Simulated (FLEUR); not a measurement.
# Magnetic state of MnH2O2 (Pyrochroite) from several starts, part 2 of 3

Wanted: the moments of MnH2O2 (Pyrochroite) and the energy of each order that was tried.

FLEUR MaX-R8.1; PBEsol; all-electron FLAPW, Dirac cores, scalar-relativistic bands.

So far. Step 2 (Start 1: ferro +): After 20 cycles the largest moment stands at 4.62 μB.

## 3. Start 2: antiferro q=(0,1/2,1/2) +-

An opposed order shows whether neighbours prefer unlike signs.

This order needs a doubled cell of 10 atoms. The mesh is halved along the doubled vector, so that both cells sample the same points. The k list default-1 (kpts.xml, not shown) is a Γ-centred 8×4×8 mesh.

inp.xml reads:

```
<?xml version="1.0" encoding="UTF-8" standalone="no"?>
<fleurInput fleurInputVersion="0.39">
   <comment>
      MnH2O2
   </comment>
   <calculationSetup>
      <cutoffs Kmax="4.4" Gmax="13.2" GmaxXC="13.2" numbands="0"/>
      <scfLoop itmax="130" minDistance="0.00002" maxIterBroyd="15" imix="Anderson" alpha="0.05" precondParam="0.0" spinf="2.0" sdNocoIR="T"/>
      <coreElectrons ctail="T" frcor="F" kcrel="0" coretail_lmax="0"/>
      <xcFunctional name="PBEs" relativisticCorrections="F"/>
      <magnetism jspins="2"/>
      <soc l_soc="F" theta="0.0" phi="0.0" spav="F"/>
      <expertModes spex="0" secvar="F"/>
      <geometryOptimization l_f="F" forcealpha="1.0" forcemix="BFGS" epsdisp="0.00001" epsforce="0.00001"/>
      <ldaU l_linMix="F" mixParam="0.05" spinf="1.0"/>
   </calculationSetup>
   <cell>
      <bzIntegration valenceElectrons="58.0" mode="hist" fermiSmearingEnergy="0.00183747">
         <kPointListSelection listName="default-1"/>
         <xi:include xmlns:xi="http://www.w3.org/2001/XInclude" href="kpts.xml"> </xi:include>
      </bzIntegration>
      <xi:include xmlns:xi="http://www.w3.org/2001/XInclude" href="sym.xml"> </xi:include>
      <bulkLattice scale="1.0">
         <bravaisMatrix>
            <row-1>    6.1416099049499993     0.0000000000000000     0.0000000000000000</row-1>
            <row-2>   -6.1416099049499993    10.6375803956438340     0.0000000000000000</row-2>
            <row-3>   -3.0708049524749996     5.3187901978219170     8.4659730382080003</row-3>
         </bravaisMatrix>
      </bulkLattice>
   </cell>
   <atomSpecies>
      <species name="Manganese 4.501" element="Mn" atomicNumber="25">
         <mtSphere radius="2.8" gridPoints="925" logIncrement="0.013"/>
         <atomicCutoffs lmax="10" lnonsphr="8"/>
         <electronConfig flipSpins="F">
            <coreConfig>(1s1/2) (2s1/2) (2p1/2) (2p3/2)</coreConfig>
            <valenceConfig>(3s1/2) (3p1/2) (3p3/2) (4s1/2) (3d3/2) (3d5/2)</valenceConfig>
            <stateOccupation state="(3d3/2)" spinUp="1.7505" spinDown="0.2495"/>
            <stateOccupation state="(3d5/2)" spinUp="3.0" spinDown="0.0"/>
         </electronConfig>
         <energyParameters s="4" p="4" d="3" f="4"/>
         <lo type="SCLO" l="0" n="3" eDeriv="0"/>
         <lo type="SCLO" l="1" n="3" eDeriv="0"/>
      </species>
      <species name="Manganese -4.501" element="Mn" atomicNumber="25">
         <mtSphere radius="2.8" gridPoints="925" logIncrement="0.013"/>
         <atomicCutoffs lmax="10" lnonsphr="8"/>
         <electronConfig flipSpins="F">
            <coreConfig>(1s1/2) (2s1/2) (2p1/2) (2p3/2)</coreConfig>
            <valenceConfig>(3s1/2) (3p1/2) (3p3/2) (4s1/2) (3d3/2) (3d5/2)</valenceConfig>
            <stateOccupation state="(3d3/2)" spinUp="0.2495" spinDown="1.7505"/>
            <stateOccupation state="(3d5/2)" spinUp="0.0" spinDown="3.0"/>
         </electronConfig>
         <energyParameters s="4" p="4" d="3" f="4"/>
         <lo type="SCLO" l="0" n="3" eDeriv="0"/>
         <lo type="SCLO" l="1" n="3" eDeriv="0"/>
      </species>
      <species name="Hydrogen (H)" element="H" atomicNumber="1">
         <mtSphere radius="0.79" gridPoints="263" logIncrement="0.03"/>
         <atomicCutoffs lmax="6" lnonsphr="4"/>
         <electronConfig flipSpins="F">
            <coreConfig></coreConfig>
            <valenceConfig>(1s1/2)</valenceConfig>
            <stateOccupation state="(1s1/2)" spinUp="0.500000" spinDown="0.500000"/>
         </electronConfig>
         <energyParameters s="1" p="2" d="3" f="4"/>
      </species>
      <species name="Oxygen (O)" element="O" atomicNumber="8">
         <mtSphere radius="1.03" gridPoints="341" logIncrement="0.03"/>
         <atomicCutoffs lmax="6" lnonsphr="4"/>
         <electronConfig flipSpins="F">
            <coreConfig>(1s1/2)</coreConfig>
            <valenceConfig>(2s1/2) (2p1/2) (2p3/2)</valenceConfig>
            <stateOccupation state="(2p1/2)" spinUp="0.666667" spinDown="0.666667"/>
            <stateOccupation state="(2p3/2)" spinUp="1.333333" spinDown="1.333333"/>
         </electronConfig>
         <energyParameters s="2" p="2" d="3" f="4"/>
      </species>
   </atomSpecies>
   <atomGroups>
      <atomGroup species="Manganese 4.501">
         <relPos label="                   1">.0000000000 .0000000000 .0000000000</relPos>
         <force calculate="T" relaxXYZ="TTT"/>
      </atomGroup>
      <atomGroup species="Manganese -4.501">
         <relPos label="                   2">.0000000000 1.000/2.000 .0000000000</relPos>
         <force calculate="T" relaxXYZ="TTT"/>
      </atomGroup>
      <atomGroup species="Hydrogen (H)">
         <relPos label="                   3">1.000/3.000 .1103333334 .4460000000</relPos>
         <relPos label="                   5">-1.000/3.000 -.1103333333 -.4460000000</relPos>
         <force calculate="T" relaxXYZ="TTT"/>
      </atomGroup>
      <atomGroup species="Hydrogen (H)">
         <relPos label="                   4">1.000/3.000 -.3896666667 .4460000000</relPos>
         <relPos label="                   6">-1.000/3.000 .3896666666 -.4460000000</relPos>
         <force calculate="T" relaxXYZ="TTT"/>
      </atomGroup>
      <atomGroup species="Oxygen (O)">
         <relPos label="                   7">1.000/3.000 .2203333334 .2260000000</relPos>
         <relPos label="                   9">-1.000/3.000 -.2203333334 -.2260000000</relPos>
         <force calculate="T" relaxXYZ="TTT"/>
      </atomGroup>
      <atomGroup species="Oxygen (O)">
         <relPos label="                   8">1.000/3.000 -.2796666666 .2260000000</relPos>
         <relPos label="                  10">-1.000/3.000 .2796666667 -.2260000000</relPos>
         <force calculate="T" relaxXYZ="TTT"/>
      </atomGroup>
   </atomGroups>
   <output dos="F" band="F" slice="F">
      <bandDOS minEnergy="-.5*Htr" maxEnergy="0.5*Htr" sigma="0.015" storeEVData="T"/>
      <plotting iplot="0" polar="F">
         <plot TwoD="T" vec1="  1.0  0.0  0.0" vec2="  0.0  1.0  0.0" vec3="  0.0  0.0  1.0" zero="  0.0  0.0  0.0" file="plot"/>
      </plotting>
      <moessbauerParams electricFieldGradient="F" isomerShift="F" coreHyperfine="F" valenceHyperfine="F"/>
   </output>
</fleurInput>
```

crystal.txt reads:

```
MnH2O2
&input film=F cartesian=F /
3.25000000000  0.00000000000  0.00000000000
-3.25000000000  5.62916512460  0.00000000000
-1.62500000000  2.81458256230  4.48000000000
1.8897261246
1.0 1.0 1.0

10
25 0.00000000000  0.00000000000  0.00000000000 : 4.501
25 0.00000000000  0.50000000000  0.00000000000 : -4.501
1 0.33333333335  0.11033333335  0.44600000000
1 0.33333333335  0.61033333335  0.44600000000
1 0.66666666665  0.88966666665  0.55400000000
1 0.66666666665  0.38966666665  0.55400000000
8 0.33333333340  0.22033333340  0.22600000000
8 0.33333333335  0.72033333335  0.22600000000
8 0.66666666660  0.77966666660  0.77400000000
8 0.66666666665  0.27966666665  0.77400000000

&kpt div1=8 div2=4 div3=8 gamma=T /
```

On the command line:

```
$ OMP_NUM_THREADS=1 inpgen -f crystal.txt > inpgen.log  # inp.xml is then edited as shown
$ OMP_NUM_THREADS=1 mpirun -n 4 fleur_MPI > fleur.log
```

What it wrote:

```text
[banner, memory and clock lines left out]
Welcome to FLEUR        (www.flapw.de)
      MaX-Release 8.1          (www.max-centre.eu)

 ========== k-point set info ==========
 Selected k-point list: default-1
 k-point list type: mesh
 8 x 4 x 8
 Number of k points: 132

 ------------Calculation Setup---------------------------
 Number of PE/node        :            4
 Number of OMP-threads    :            1
 k-points in parallel     :            4
 pe's per k-point         :            1
 No of k-point loops      :           33
 Eigenvalue solver        :       lapack
 Number of basis functions:          881
 Approximate size of matrices (H+S) per k-point:         0.012 GB
Nuclear radius smaller than smallest radial mesh point for atom type 3 -- skipping its core isomer shift
Nuclear radius smaller than smallest radial mesh point for atom type 4 -- skipping its core isomer shift
 Iteration:     1   Distance:      24.77812099 me/bohr^3
Nuclear radius smaller than smallest radial mesh point for atom type 3 -- skipping its core isomer shift
Nuclear radius smaller than smallest radial mesh point for atom type 4 -- skipping its core isomer shift
 Iteration:     2   Distance:      22.85331949 me/bohr^3
Nuclear radius smaller than smallest radial mesh point for atom type 3 -- skipping its core isomer shift
Nuclear radius smaller than smallest radial mesh point for atom type 4 -- skipping its core isomer shift
 Iteration:     3   Distance:      14.34147706 me/bohr^3
Nuclear radius smaller than smallest radial mesh point for atom type 3 -- skipping its core isomer shift
Nuclear radius smaller than smallest radial mesh point for atom type 4 -- skipping its core isomer shift
 Iteration:     4   Distance:       9.16896105 me/bohr^3
Nuclear radius smaller than smallest radial mesh point for atom type 3 -- skipping its core isomer shift
Nuclear radius smaller than smallest radial mesh point for atom type 4 -- skipping its core isomer shift
 Iteration:     5   Distance:       3.29648840 me/bohr^3
Nuclear radius smaller than smallest radial mesh point for atom type 3 -- skipping its core isomer shift
Nuclear radius smaller than smallest radial mesh point for atom type 4 -- skipping its core isomer shift
 Iteration:     6   Distance:       0.97895815 me/bohr^3
Nuclear radius smaller than smallest radial mesh point for atom type 3 -- skipping its core isomer shift
Nuclear radius smaller than smallest radial mesh point for atom type 4 -- skipping its core isomer shift
 Iteration:     7   Distance:       0.73761271 me/bohr^3
Nuclear radius smaller than smallest radial mesh point for atom type 3 -- skipping its core isomer shift
Nuclear radius smaller than smallest radial mesh point for atom type 4 -- skipping its core isomer shift
 Iteration:     8   Distance:       0.14480504 me/bohr^3
Nuclear radius smaller than smallest radial mesh point for atom type 3 -- skipping its core isomer shift
Nuclear radius smaller than smallest radial mesh point for atom type 4 -- skipping its core isomer shift
 Iteration:     9   Distance:       0.09668208 me/bohr^3
Nuclear radius smaller than smallest radial mesh point for atom type 3 -- skipping its core isomer shift
Nuclear radius smaller than smallest radial mesh point for atom type 4 -- skipping its core isomer shift
 Iteration:    10   Distance:       0.04762131 me/bohr^3
Nuclear radius smaller than smallest radial mesh point for atom type 3 -- skipping its core isomer shift
Nuclear radius smaller than smallest radial mesh point for atom type 4 -- skipping its core isomer shift
 Iteration:    11   Distance:       0.02504397 me/bohr^3
Nuclear radius smaller than smallest radial mesh point for atom type 3 -- skipping its core isomer shift
Nuclear radius smaller than smallest radial mesh point for atom type 4 -- skipping its core isomer shift
 Iteration:    12   Distance:       0.00420537 me/bohr^3
Nuclear radius smaller than smallest radial mesh point for atom type 3 -- skipping its core isomer shift
Nuclear radius smaller than smallest radial mesh point for atom type 4 -- skipping its core isomer shift
 Iteration:    13   Distance:       0.00380643 me/bohr^3
Nuclear radius smaller than smallest radial mesh point for atom type 3 -- skipping its core isomer shift
Nuclear radius smaller than smallest radial mesh point for atom type 4 -- skipping its core isomer shift
 Iteration:    14   Distance:       0.00073173 me/bohr^3
Nuclear radius smaller than smallest radial mesh point for atom type 3 -- skipping its core isomer shift
Nuclear radius smaller than smallest radial mesh point for atom type 4 -- skipping its core isomer shift
 Iteration:    15   Distance:       0.00034822 me/bohr^3
Nuclear radius smaller than smallest radial mesh point for atom type 3 -- skipping its core isomer shift
Nuclear radius smaller than smallest radial mesh point for atom type 4 -- skipping its core isomer shift
 Iteration:    16   Distance:       0.00032098 me/bohr^3
Nuclear radius smaller than smallest radial mesh point for atom type 3 -- skipping its core isomer shift
Nuclear radius smaller than smallest radial mesh point for atom type 4 -- skipping its core isomer shift
 Iteration:    17   Distance:       0.00019929 me/bohr^3
Nuclear radius smaller than smallest radial mesh point for atom type 3 -- skipping its core isomer shift
Nuclear radius smaller than smallest radial mesh point for atom type 4 -- skipping its core isomer shift
 Iteration:    18   Distance:       0.00004529 me/bohr^3
Nuclear radius smaller than smallest radial mesh point for atom type 3 -- skipping its core isomer shift
Nuclear radius smaller than smallest radial mesh point for atom type 4 -- skipping its core isomer shift
 Iteration:    19   Distance:       0.00002511 me/bohr^3
Nuclear radius smaller than smallest radial mesh point for atom type 3 -- skipping its core isomer shift
Nuclear radius smaller than smallest radial mesh point for atom type 4 -- skipping its core isomer shift
 Iteration:    20   Distance:       0.00001083 me/bohr^3

 ********************************************************************
 Run finished successfully
 Stop message:
   all done
 ********************************************************************

--- out.xml (last complete iteration) ---
<iteration numberForCurrentRun="   20" overallNumber="   20">
         [... left out ...]
         <bandgap value="0.2589992619" units="eV"/>
         <sumValenceSingleParticleEnergies value="42.9307576893" units="Htr"/>
         <FermiEnergy value="1.5266425888" units="Htr"/>
         <valenceDensity>
            <mtCharges spin="1">
               <mtCharge atomType="1" total="9.8131901" s="1.2385478" p="3.3596048" d="5.0148673" f="0.1188519"/>
               <mtCharge atomType="2" total="5.2653497" s="1.2072414" p="3.3297869" d="0.5246657" f="0.1214366"/>
               <mtCharge atomType="3" total="0.1647410" s="0.1499206" p="0.0126410" d="0.0018661" f="0.0002782"/>
               <mtCharge atomType="4" total="0.1663739" s="0.1511672" p="0.0129866" d="0.0019004" f="0.0002839"/>
               <mtCharge atomType="5" total="1.3944764" s="0.4460345" p="0.9471425" d="0.0011186" f="0.0001537"/>
               <mtCharge atomType="6" total="1.4172382" s="0.4510757" p="0.9646612" d="0.0013096" f="0.0001636"/>
            </mtCharges>
            <mtCharges spin="2">
               <mtCharge atomType="1" total="5.2653497" s="1.2072414" p="3.3297869" d="0.5246657" f="0.1214366"/>
               <mtCharge atomType="2" total="9.8131901" s="1.2385478" p="3.3596048" d="5.0148673" f="0.1188519"/>
               <mtCharge atomType="3" total="0.1663739" s="0.1511672" p="0.0129866" d="0.0019004" f="0.0002839"/>
               <mtCharge atomType="4" total="0.1647410" s="0.1499206" p="0.0126410" d="0.0018661" f="0.0002782"/>
               <mtCharge atomType="5" total="1.4172382" s="0.4510757" p="0.9646612" d="0.0013096" f="0.0001636"/>
               <mtCharge atomType="6" total="1.3944764" s="0.4460345" p="0.9471425" d="0.0011186" f="0.0001537"/>
            </mtCharges>
            <spinDependentCharge spin="1" total="29.0000000" interstitial="7.6358011" mtSpheres="21.3641989"/>
            <spinDependentCharge spin="2" total="29.0000000" interstitial="7.6358011" mtSpheres="21.3641989"/>
            <totalCharge value="58.0000000000"/>
         </valenceDensity>
         [... left out ...]
         <magneticMomentsInMTSpheres units="muBohr">
            <globalMagMoment atomType="1" vec="0.00000   0.00000   4.54784"/>
            <localMagMoment atomType="1" vec="0.00000   0.00000   4.54784"/>
            <globalMagMoment atomType="2" vec="0.00000   0.00000  -4.54784"/>
            <localMagMoment atomType="2" vec="0.00000   0.00000  -4.54784"/>
            <globalMagMoment atomType="3" vec="0.00000   0.00000  -0.00163"/>
            <localMagMoment atomType="3" vec="0.00000   0.00000  -0.00163"/>
            <globalMagMoment atomType="4" vec="0.00000   0.00000   0.00163"/>
            <localMagMoment atomType="4" vec="0.00000   0.00000   0.00163"/>
            <globalMagMoment atomType="5" vec="0.00000   0.00000  -0.02276"/>
            <localMagMoment atomType="5" vec="0.00000   0.00000  -0.02276"/>
            <globalMagMoment atomType="6" vec="0.00000   0.00000   0.02276"/>
            <localMagMoment atomType="6" vec="0.00000   0.00000   0.02276"/>
         </magneticMomentsInMTSpheres>
         [... left out ...]
         <totalEnergy value="    -2616.9942376567" units="Htr">
            <sumOfEigenvalues value="    -1389.7994434840">
               <coreElectrons value="-1432.7302011733"/>
               <valenceElectrons value="42.9307576893"/>
            </sumOfEigenvalues>
            <densityCoulombPotentialIntegral value="-3854.0981265437"/>
            <densityEffectivePotentialIntegral value="-4033.1462119597"/>
            <chargeDenXCDenIntegral value="-136.9791938156"/>
            <FockExchangeEnergyValence value="0.0000000000"/>
            <FockExchangeEnergyCore value="0.0000000000"/>
         [... left out ...]
            <tkbTimesEntropy value="0.0000188233"/>
            <freeEnergy value="-2616.9942564800"/>
            <extrapolationTo0K value="-2616.9942470683"/>
         </totalEnergy>
         <densityConvergence units="me/bohr^3">
            <chargeDensity spin="1" distance="0.0000064142"/>
            <chargeDensity spin="2" distance="0.0000064162"/>
            <overallChargeDensity distance="0.0000108311"/>
            <spinDensity distance="0.0000068780"/>
         </densityConvergence>
      </iteration>
```

The job ended after 6.7 min (4 MPI ranks of Intel Xeon Platinum 8488C (Sapphire Rapids), shared host; peak memory 0.87 GiB).

Spin moment in the muffin-tin sphere by atom:

```
atom  spin moment in the muffin-tin sphere (μB)
 Mn1                                       4.55
 Mn2                                      -4.55
  H3                                       0.00
  H4                                       0.00
  H5                                       0.00
  H6                                       0.00
  O7                                      -0.02
  O8                                       0.02
  O9                                      -0.02
 O10                                       0.02
```

This step gave:

```yaml
free_energy: -71212.0415 eV
program_s_band_gap_on_this_mesh_in_a_metal_only_a_level_spacing: 0.2590 eV
magnetization: 0 μB
final_state: antiferromagnetic
```

It lies 43.2 meV a seeded atom under the first start, and its largest moment is 4.55 μB against 4.62 μB.

(Part 2 of 3 ends here.)

[Logs and program files are shortened in this print: banners, set-up blocks, solver, clock and traceback lines can be left out without a mark of their own.]

[Logs are printed without paths, hosts, clocks, repeated set-up lines and the standing remarks that a program may print on its own settings, such as how far it seeks lower states.]

[Hosts, paths, dates, database ids (printed as entryN), source tags and the programs' standing remarks are cut or masked in the printed files.]

[Where a cell is said to come from a database of computed structures, the database is the Materials Project.]
